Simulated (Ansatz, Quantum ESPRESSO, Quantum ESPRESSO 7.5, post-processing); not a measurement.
# The basal face of Mg: relaxation and work function

Wanted: relaxation and work function of Mg(0001).

Program: Quantum ESPRESSO 7.5. Level of theory: plane-wave DFT, PBE, GBRV ultrasoft pseudopotentials (geometry and cross-check by Ansatz 0.2.0 with PAW datasets; geometry under PBE). Results are calculated unless marked as measured.

Experimental background.

“Anisotropic work function of elemental crystals” (2019, arxiv:1902.07811) quotes from earlier work for Mg (polycrystalline sample, no single face): work function, loosely compared (polycrystalline sample, no single face) 3.66 eV.

This is a report of a sequence of runs, with most program output left out.

### 1. Starting point

The cell holds 6 atoms: 6 Mg. Its edges and angles: a = 3.210 Å, b = 3.210 Å, c = 29.033 Å, α = 90.0°, β = 90.0°, γ = 60.0°. It derives from Mg. Vacuum lies along c.

### 2. Geometry from Ansatz of (0001)

The geometry comes first, from a plane-wave PAW code, so that the later runs on this slab share one structure.

input.yaml reads:

```yaml
crystal:
  lattice:
    - [3.21, 0.0, 0.0]
    - [1.605, 2.7799415461, 0.0]
    - [0.0, 0.0, 29.0326]
  atoms:
    - { symbol: Mg, position: [0.6666666667, 0.6666666667, 0.2755523102] }
    - { symbol: Mg, position: [0.0, 0.0, 0.3653313861] }
    - { symbol: Mg, position: [0.6666666667, 0.6666666667, 0.455110462] }
    - { symbol: Mg, position: [0.0, 0.0, 0.544889538] }
    - { symbol: Mg, position: [0.6666666667, 0.6666666667, 0.6346686139] }
    - { symbol: Mg, position: [0.0, 0.0, 0.7244476898] }
kpoints:
  mp_grid: { grid: [12, 12, 1] }
hamiltonian:
  xc: pbe
scf:
  occupations: { method: fermi_dirac, width: 0.1 }
  convergence: { dr2_threshold: 1.0e-08 }
efield:
  axis: 3
  dipole_correction: true
  ramp_position: 0.97
  ramp_width: 0.04
relax:
  f_tol: 0.01
  constraints: [{ sites: [2, 3] }]
output:
  write_potential: true
  write_density: true
  volumetric_format: npy
```

The run is started by

```bash
$ ansatz run input.yaml --threads 2 --pin off --max-ram 4096MiB --backend cpu --events-out ev --progress --plain --runs-dir out
```

It took 13 s on 2 threads of Arm Neoverse V1, shared host; peak memory 0.48 GiB.

Relaxation path:

```tsv
step	energy less that of the first step (eV)	largest force component (eV/Å)
1	0.0000	0.0565
2	-0.0013	0.0083
```

Forces are held to the 6 operations that the run works with; a distortion that breaks them can't arise in this run.

The atoms that moved most (Å):

```tsv
atom	dx	dy	dz	length
Mg5	0.000	0.000	-0.024	0.024
Mg2	0.000	0.000	0.024	0.024
Mg6	0.000	0.000	-0.012	0.012
Mg1	0.000	0.000	0.012	0.012
```

 Held were the atoms numbered 3 and 4; the forces quoted are those on the free ones.

Numbers from this step:

- free energy: -11542.2312 eV
- energy at zero smearing: -11542.1795 eV
- smearing term TS: 0.1035 eV
- Fermi energy: 1.312 eV
- symmetry operations: 6
- work function of the upper face: 3.714 eV
- work function of the lower face: 3.714 eV
- dipole along the normal: 1.36e-6 e·Å

### 3. Ground state of (0001), PBE

Both faces of the slab are alike, so a plain periodic cell serves and symmetry is kept.

Level of this step: plane-wave DFT, PBE, GBRV ultrasoft pseudopotentials (Quantum ESPRESSO 7.5).

0001.pbe.in reads:

```
&control
  prefix = '0001.pbe'
  outdir = './out'
  pseudo_dir = './pseudo'
  calculation = 'scf'
  tprnfor = .true.
/
&system
  ibrav = 0
  nat = 6
  ntyp = 1
  ecutwfc = 40
  ecutrho = 200
  occupations = 'smearing'
  smearing = 'mv'
  degauss = 0.02
/
&electrons
  conv_thr = 1e-07
  mixing_beta = 0.4
  electron_maxstep = 120
  mixing_mode = 'local-TF'
/
ATOMIC_SPECIES
  Mg  24.3050  mg_pbe_v1.4.uspp.F.UPF
CELL_PARAMETERS angstrom
  3.20999999997226 0.00000000000000 0.00000000000000
  1.60499999998613 2.77994154612402 0.00000000000000
  0.00000000000000 0.00000000000000 29.03260000000000
ATOMIC_POSITIONS crystal
  Mg  0.666666666667 0.666666666667 0.275960188019
  Mg  -0.000000000000 0.000000000000 0.366171765082
  Mg  0.666666666667 0.666666666667 0.455110462000
  Mg  0.000000000000 0.000000000000 0.544889538000
  Mg  0.666666666667 0.666666666667 0.633828226185
  Mg  -0.000000000000 0.000000000000 0.724039796821
K_POINTS automatic
  12 12 1 0 0 0
```

The run is started by

```bash
$ OMP_NUM_THREADS=1 mpirun -n 2 pw.x -nk 2 -in 0001.pbe.in > 0001.pbe.out
```

Wall time 86 s (2 MPI ranks); peak memory 0.51 GiB.

Numbers from this step:

| Property | Result |
| --- | --- |
| free energy | -10230.0678 eV |
| Fermi energy | 1.190 eV |

### 4. Potential by pp.x of (0001)

plot_num = 11 writes the bare and Hartree potential. It leaves out exchange and correlation, which fade slowly, so it flattens close to the surface.

0001.pbe.pot.in reads:

```
&inputpp
  prefix = '0001.pbe'
  outdir = './out'
  filplot = '0001.pbe.pot.dat'
  plot_num = 11
/
```

The run is started by

```bash
$ OMP_NUM_THREADS=1 mpirun -n 2 pp.x -in 0001.pbe.pot.in > 0001.pbe.pot.out
```

The job ended after 1 s (2 MPI ranks; peak memory 0.17 GiB; 1.9 s of CPU time).

Numbers from this step:

* work function of the upper face: 3.711 eV
* slope of the potential above: 7.99e-4 eV/Å
* upper vacuum line continued to the top atoms, over the Fermi level: 3.707 eV
* work function of the lower face: 3.711 eV
* slope of the potential below: -4.73e-4 eV/Å
* lower vacuum line continued to the bottom atoms, over the Fermi level: 3.709 eV

The potential energy, planar mean oscillates, so the rows of the table below give means over windows of 2.61 Å about each position, cut where the curve ends. Its maxima inside the range that stand out by 2 % of the span (Å: eV): 9.3: 0.993, 12.0: 0.929, 14.5: 1.04, 17.1: 0.929, 19.7: 0.993. Its minima: 8.0: -10.9, 10.7: -10.8, 13.2: -10.9, 15.8: -10.9, 18.3: -10.8, 21.0: -10.9.

Electrostatic potential energy of an electron; zero at the Fermi level. Potential energy, planar mean against z; means over each step:

```tsv
z (Å)	potential energy, planar mean (eV)
1.30	3.71
3.92	3.70
6.53	0.644
9.14	-3.72
11.75	-3.88
14.36	-3.75
16.97	-3.88
19.58	-3.71
22.19	-1.09
24.80	3.69
27.41	3.71
```

### 5. Self-consistent run of (0001), LDA

The same atoms under a second functional.

Level of this step: plane-wave DFT, LDA, GBRV ultrasoft pseudopotentials (Quantum ESPRESSO 7.5).

0001.lda.in, as its differences from the input of step 3:

```diff
@@ -1,3 +1,3 @@
 &control
-  prefix = '0001.pbe'
+  prefix = '0001.lda'
   outdir = './out'
@@ -24,3 +24,3 @@
 ATOMIC_SPECIES
-  Mg  24.3050  mg_pbe_v1.4.uspp.F.UPF
+  Mg  24.3050  mg_lda_v1.4.uspp.F.UPF
 CELL_PARAMETERS angstrom
```

The run is started by

```bash
$ OMP_NUM_THREADS=1 mpirun -n 2 pw.x -nk 2 -in 0001.lda.in > 0001.lda.out
```

It took 81 s on 2 MPI ranks; peak memory 0.45 GiB.

Read from the output:

| Item | Value |
| --- | --- |
| free energy | -10208.5285 eV |
| Fermi energy | 1.034 eV |

### 6. Potential by pp.x of (0001)

0001.lda.pot.in reads:

```
&inputpp
  prefix = '0001.lda'
  outdir = './out'
  filplot = '0001.lda.pot.dat'
  plot_num = 11
/
```

The run is started by

```bash
$ OMP_NUM_THREADS=1 mpirun -n 2 pp.x -in 0001.lda.pot.in > 0001.lda.pot.out
```

Run time: 0.96 s. Hardware: 2 MPI ranks; peak memory 0.17 GiB.

This step gave:

- work function of the upper face: 3.840 eV
- slope of the potential above: 7.39e-4 eV/Å
- upper vacuum line continued to the top atoms, over the Fermi level: 3.836 eV
- work function of the lower face: 3.840 eV
- slope of the potential below: -4.45e-4 eV/Å
- lower vacuum line continued to the bottom atoms, over the Fermi level: 3.838 eV

On (0001) the work function under LDA lies +0.13 eV from PBE's.

### 7. The series side by side

All levels:

```tsv
level	work function (eV)	Ansatz, PBE (eV)	CPU time (s)
(0001), PBE	3.711	3.714	172
(0001), LDA	3.84	-	161.5
```

### 8. By hand

For (0001) under PBE, on the run's own zero: φ = 4.901 − (1.190) = 3.711 eV.

### 9. What came out

```yaml
work_function_of_0001_pbe: 3.71 eV
work_function_of_0001_lda: 3.84 eV
```

In words: Under PBE the work function is 3.71 eV on (0001). LDA lies +0.13 eV from PBE on the same atoms. The top two spacings change by +0.5 and -0.9 % on (0001). Ansatz, with Fermi-Dirac smearing and its own datasets, agrees within 0.00 eV under PBE. The slabs are thin and unreconstructed, at the tabulated lattice constant; thickness and mesh leave some 0.05 to 0.1 eV open.

Comparison with the measured values:

| quantity | measured | (0001), PBE |
| --- | --- | --- |
| work function, loosely compared (polycrystalline sample, no single face) (eV) | 3.66 | 3.71 (+0.05 eV) |

Measured values from arxiv:1902.07811 (2019).

How well it matches: The work function, set beside that of the polycrystal, is off by +0.05 eV. A polycrystal averages over faces, so this is a loose comparison.

[Logs are printed without paths, hosts, clocks, repeated set-up lines and the standing remarks that a program may print on its own settings, such as how far it seeks lower states.]

[Hosts, paths, dates, database ids (printed as entryN), source tags and the programs' standing remarks are cut or masked in the printed files.]

[Maps of the electrostatic potential energy from Ansatz leave out the sawtooth potential of an applied field or a dipole correction, so their vacuum need not be flat; planar profiles and work functions include it.]
